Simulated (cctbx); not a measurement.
## Y2TiFe3: solution and refinement

Cell a = 5.4740 Å, b = 5.4740 Å, c = 11.8710 Å, α = 90.00°, β = 90.00°, γ = 120.00°; space group R-3m (no. 166); content Y6 Fe9 Ti3.

Simulated single-crystal data (cctbx): Mo Kα, λ = 0.71073 Å, to d = 0.8 Å, 50 % of the full sphere, strongest reflection 70000 counts, noise from counting, a 1.5 % proportional error and a noise floor of 4 counts (s.d.); no absorption, and some extinction, which the refinements don't model.

Charge flipping in P1 on plain amplitudes to 0.8 Å, δ = 1 σ, 10 % of the reflections treated as weak, 300 cycles:

```text
cycle      R  skewness
    0  0.695     0.24
   25  0.192     4.47
   50  0.171     3.92
   75  0.177     3.86
  100  0.171     3.78
  125  0.175     3.78
  150  0.165     3.76
  175  0.161     3.74
  200  0.166     3.73
  225  0.171     3.74
  250  0.183     3.74
  275  0.184     3.84
origin shift          correlation  skewness
 0.043  0.167  0.182      0.872      5.05
 0.046  0.144 -0.004      0.848      2.30
 0.299  0.475  0.039      0.829      0.37
 0.286  0.949  0.164      0.836      0.63
taken: symmetry correlation 0.872, skewness 5.05
peak      x       y       z  mult  height/sigma
Q1    0.0000  0.0000  0.3725    6     12.4
Q2    0.0000  0.5000  0.5000    9      9.7
Q3    0.0000  0.0000  0.0000    3      6.1
Q4    0.0453  0.4381  0.7805   36      0.9
Q5    0.0493  0.4339  0.8837   36      0.7
Q6    0.0547  0.5274  0.6715   18      0.6
Q7    0.0025  0.2399  0.3568   36      0.6
Q8    0.0370  0.5185  0.4000   18      0.5
```

The origin is taken among those within 0.04 of the best correlation, by the skewness of the map.

Run time: 0.49 s on 1 thread of Arm Neoverse N1, with other jobs on the host, peak memory 0.07 GiB.

**Question.** Which peaks are atoms, and which elements?

Heights go roughly as Z and multiplicities must add up to the content. First model: Q1 = Y1 (6 in the cell, height 12.4), Q2 = Fe1 (9 in the cell, height 9.7) and Q3 = Ti1 (3 in the cell, height 6.1). Against the true structure, Q1 is Y, Q2 is Fe and Q3 is Ti; the other peaks are not atoms.

Least squares on F², isotropic:

```text
Rint 0.011, 95 unique reflections to 0.80 A
cycle     R1     wR2    GooF  max shift (A)
   1  0.0881  0.2372  20.070   0.03524
   2  0.0059  0.0139   1.173   0.00000
final R1 0.0059 wR2 0.0139 GooF 1.173  parameters 4  data/parameter 23.8
atom        x        y        z      Ueq    occ   su(xyz)  su(Uiso or U11)
Y1     0.00000  0.00000  0.36953   0.0183  1.000  0.00002  0.0001
Fe1    0.00000  0.50000  0.50000   0.0209  1.000  0.00000  0.0001
Ti1    0.00000  0.00000  0.00000   0.0263  1.000  0.00000  0.0002
difference map: max 0.11 min -0.33 rms 0.05
Q1    0.1171  0.2342  0.6434   18    0.12  1.12 A from Y1
Q2    0.0511  0.1022  0.8077   18    0.12  1.14 A from Fe1
Q3    0.9835  0.3850  0.1865   36    0.08  1.08 A from Fe1
Q4    0.0930  0.1860  0.9243   18    0.08  1.26 A from Ti1
Q5    0.0852  0.1704  0.4717   18    0.08  1.46 A from Y1
```

Anisotropic refinement:

```text
Rint 0.011, 95 unique reflections to 0.80 A
cycle     R1     wR2    GooF  max shift (A)
   1  0.0059  0.0139   1.211   0.00002
   2  0.0059  0.0135   1.176   0.00000
final R1 0.0059 wR2 0.0135 GooF 1.176  parameters 9  data/parameter 10.6
atom        x        y        z      Ueq    occ   su(xyz)  su(Uiso or U11)
Y1     0.00000  0.00000  0.36953   0.0183  1.000  0.00002  0.0001
Fe1    0.00000  0.50000  0.50000   0.0208  1.000  0.00000  0.0001
Ti1    0.00000  0.00000  0.00000   0.0262  1.000  0.00000  0.0002
difference map: max 0.12 min -0.34 rms 0.05
Q1    0.1161  0.2322  0.6442   18    0.12  1.11 A from Y1
Q2    0.0489  0.0979  0.8087   18    0.11  1.15 A from Fe1
Q3    0.0279  0.5139  0.6958   18    0.09  1.49 A from Ti1
Q4    0.9852  0.3819  0.1868   36    0.08  1.08 A from Fe1
Q5    0.0999  0.1997  0.9225   18    0.08  1.23 A from Fe1
Q6    0.0856  0.1712  0.4709   18    0.08  1.45 A from Y1
```

**Reading.** The refinement ends at R1 = 0.0059, wR2 = 0.0135, GooF = 1.18, with difference density between -0.34 and 0.12 e/Å³. Every site matches the true model in element, within 0.001 Å r.m.s., up to an allowed shift of origin.

True model:

| atom | mult. | x | y | z | Ueq (Å²) |
| --- | --- | --- | --- | --- | --- |
| Y1 | 6 | 1/3 | 2/3 | 0.0362 | 0.0190 |
| Fe1 | 9 | 1/3 | 1/6 | 1/6 | 0.0214 |
| Ti1 | 3 | 0 | 0 | 0 | 0.0269 |

The model is made up (kin elements in a known structure type, no relaxation), so it says nothing on whether the phase exists.

[Middle refinement cycles are left out of these outputs.]

[Logs are printed without paths, hosts, clocks, repeated set-up lines and the standing remarks that a program may print on its own settings, such as how far it seeks lower states.]
